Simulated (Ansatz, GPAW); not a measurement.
# Cutoff, mesh and smearing for a 10-layer slab of Pb(110), part 3 of 3

Wanted: a convergence study on the slab a 10-layer slab of Pb(110).

GPAW 26.7.0 and Ansatz 0.2.0; Ansatz plane waves; slab in vacuum with a dipole correction, relaxation (the session's first sound run).

So far, upper work function (eV): step 2 (relaxing the atoms, PBE) 3.69; step 3 (plane waves, PBE) 3.72; step 6 (cutoff 700: ecut = 700, PBE, GPAW) 3.71; step 9 (K mesh 10×14: kpts = [10, 14], PBE, GPAW) 3.71; step 10 (scheme Methfessel-Paxton of order 0 (Gaussian), smearing 0.1, PBE, GPAW) 3.71.

### Step 11. Cost and result by level

Times are for 1 thread of Arm Neoverse N1, shared host. Results by setting:

```csv
no.,run,upper work function (eV),lower work function (eV),time,memory (GiB)
1,pw,3.716,3.692,46 min,0.79
2,cutoff 700,3.713,3.692,1.6 h,1.6
3,k mesh 10×14,3.713,3.679,1.8 h,1.5
4,"scheme Methfessel-Paxton of order 0 (Gaussian), smearing 0.1",3.711,3.697,51 min,0.79
```

### Step 12. Without the dipole layer

The dipole layer is taken out and the cell repeats along the normal.

The input, run.py:

```python
import json
import numpy as np
from ase import Atoms
from gpaw import GPAW, PW

slab = Atoms(
    ['Pb', 'Pb', 'Pb', 'Pb', 'Pb', 'Pb', 'Pb', 'Pb', 'Pb', 'Pb'],
    positions=[
        [2.47500, 1.75009, 8.00000],
        [0.00000, 0.00000, 9.75009],
        [2.47500, 1.75009, 11.50018],
        [0.00000, 0.00000, 13.25027],
        [2.47500, 1.75009, 15.00036],
        [0.00000, 0.00000, 16.87169],
        [2.47500, 1.75009, 18.76744],
        [0.00000, 0.00000, 20.51008],
        [2.47500, 1.75009, 22.36132],
        [0.00000, 0.00000, 23.89755]],
    cell=[[4.95, 0.0, 0.0], [0.0, 3.50018, 0.0], [0.0, 0.0, 31.7508]],
    pbc=[True, True, True])

slab.calc = GPAW(mode=PW(400), xc='PBE', kpts={'size': (7, 9, 1), 'gamma': True},
                 occupations={'name': 'fermi-dirac', 'width': 0.1}, nbands='200%',
                 convergence={'density': 1e-05}, maxiter=200,
                 symmetry={'tolerance': 1e-3}, txt='slab.txt')
result = {}
energy = slab.get_potential_energy()
fermi = slab.calc.get_fermi_level()
v = slab.calc.get_electrostatic_potential().mean((0, 1)) - fermi
n = slab.calc.get_pseudo_density().mean((0, 1))
L = slab.cell[2, 2]
z = np.arange(len(v)) * L / len(v)
low, high = slab.positions[:, 2].min(), slab.positions[:, 2].max()
below, above = np.interp([low - 5.8, high + 5.8], z, v)
slopes = [np.interp(x, z, np.gradient(v, z)) for x in (low - 5.8, high + 5.8)]
eps = np.array([[slab.calc.get_eigenvalues(k, s) for k in range(len(slab.calc.get_ibz_k_points()))]
                for s in range(slab.calc.get_number_of_spins())]) - fermi
top, bottom = eps[eps < 0].max(), eps[eps > 0].min()
dipole = slab.get_dipole_moment()[2]
print(f'energy {energy:.4f} eV, Fermi level {fermi:.4f} eV, dipole {dipole:.5f} e A')
print(f'potential 5.8 A off the faces, from the Fermi level: lower {below:.4f} eV, upper {above:.4f} eV')
print(f'slope of the potential there: lower {slopes[0]:.5f}, upper {slopes[1]:.5f} eV/A')
print(f'nearest levels on the mesh: {top:.4f} and {bottom:.4f} eV')
print('magnetic moment', round(slab.get_magnetic_moment(), 3))
result.update(energy=energy, fermi=fermi, dipole=dipole, below=below, above=above, slopes=slopes, edges=[top, bottom],
              z=z.tolist(), v=v.tolist(), n=n.tolist(), positions=slab.positions.tolist(),
              forces=slab.get_forces(apply_constraint=False).tolist(), moments=slab.get_magnetic_moments().tolist())
json.dump(result, open('result.json', 'w'))
```

Command:

```console
$ OMP_NUM_THREADS=1 OPENBLAS_NUM_THREADS=1 python run.py
```

Output:

```text
energy -36.5472 eV, Fermi level 2.5400 eV, dipole -0.00480 e A
potential 5.8 A off the faces, from the Fermi level: lower 3.7002 eV, upper 3.7073 eV
slope of the potential there: lower -0.00197, upper -0.00151 eV/A
nearest levels on the mesh: -0.0511 and 0.0133 eV
magnetic moment 0.0
```

It took 41 min on 1 thread of Arm Neoverse N1, shared host; peak memory 0.79 GiB.

The run finished with changed settings (dipole = false and pbc_z = true); it serves as a test.

The two runs compared:

```csv
quantity,this run,sound run,difference
dipole along the normal (e·Å),-0.0048020,-0.0011729,-0.00363
upper work function (eV),3.7073,3.7156,-0.00833
lower work function (eV),3.7002,3.6919,0.00826
```

### Step 13. Side by side

Results and costs are gathered.

This step: comparison of work functions, dipole and cost (GPAW 26.7.0).

Ladder, by row:

```csv
step,code,"work function, upper (eV)","work function, lower (eV)",dipole (e Å),wall time (s),peak memory (GiB),threads
pw,GPAW,3.716,3.692,-0.001173,2787,0.79,1
ecut200,GPAW,3.704,3.723,-0.009998,994.9,0.36,1
ecut300,GPAW,3.719,3.696,-0.001848,1653,0.55,1
ecut700,GPAW,3.713,3.692,-0.001835,5721,1.64,1
k2,GPAW,3.656,3.595,-0.004739,668.4,0.4,1
k4,GPAW,3.748,3.686,-0.004812,1444,0.52,1
k10,GPAW,3.713,3.679,-0.002163,6530,1.48,1
smear,GPAW,3.711,3.697,-2.04e-4,3068,0.79,1
nodip,GPAW,3.707,3.7,-0.004802,2480,0.79,1
```

### Step 14. A changed run

One more run, with changed settings.

This step: GPAW, PAW setups; slab in vacuum (GPAW 26.7.0).

run.py, as its differences from that of step 12:

```diff
@@ -19,7 +19,8 @@
     cell=[[4.95, 0.0, 0.0], [0.0, 3.50018, 0.0], [0.0, 0.0, 31.7508]],
-    pbc=[True, True, True])
+    pbc=[True, True, False])
 
-slab.calc = GPAW(mode=PW(400), xc='PBE', kpts={'size': (7, 9, 1), 'gamma': True},
+slab.calc = GPAW(mode=PW(400), xc='pbe96', kpts={'size': (7, 9, 1), 'gamma': True},
                  occupations={'name': 'fermi-dirac', 'width': 0.1}, nbands='200%',
-                 convergence={'density': 1e-05}, maxiter=200,
+                 convergence={'density': 1e-05}, maxiter=100,
+                 poissonsolver={'dipolelayer': 'xy'},
                  symmetry={'tolerance': 1e-3}, txt='slab.txt')
```

Output:

```text
NameError: Unknown functional: pbe96.
```

Wall time 1.2 s (1 thread); peak memory 0.1 GiB.

The input was rejected at the start.

The program's message: “NameError: Unknown functional: pbe96.”

The change that led to it: xc = "pbe96".

### Step 15. Results

```
work function, upper and lower face : 3.716 and 3.692 eV
dipole along the normal             : -0.0012 e Å, near the numerical noise
```

With plane waves and PBE the work function is 3.72 eV on the upper face and 3.69 eV on the lower. The measured value for polycrystalline Pb, which weights the faces of low work function, is 4.25 eV (as compiled in "Anisotropic work function of elemental crystals", 2019, arxiv:1902.07811); the relaxed upper face lies 0.53 eV under it with PBE. Measured work functions scatter by a tenth of an eV or more between methods. The other smearing (Gaussian of 0.1 eV in place of Fermi-Dirac of 0.1) moves the two faces by -0.0050 and 0.0051 eV on the same mesh; a mesh is converged only for its smearing. Over the sound runs of the table the upper face's work function spans 3.711 (smear) to 3.716 eV (pw). The small printed dipole stands for a step of 12 meV from the lower to the upper face, and the probes find 24 meV; values this small are near the numerical noise of both. The in-plane lattice was kept as typed, which isn't the functional's own and leaves some strain; spin-orbit coupling and temperature are left out.

[Logs are printed without paths, hosts, clocks, repeated set-up lines and the standing remarks that a program may print on its own settings, such as how far it seeks lower states.]

[Hosts, paths, dates, database ids (printed as entryN), source tags and the programs' standing remarks are cut or masked in the printed files.]
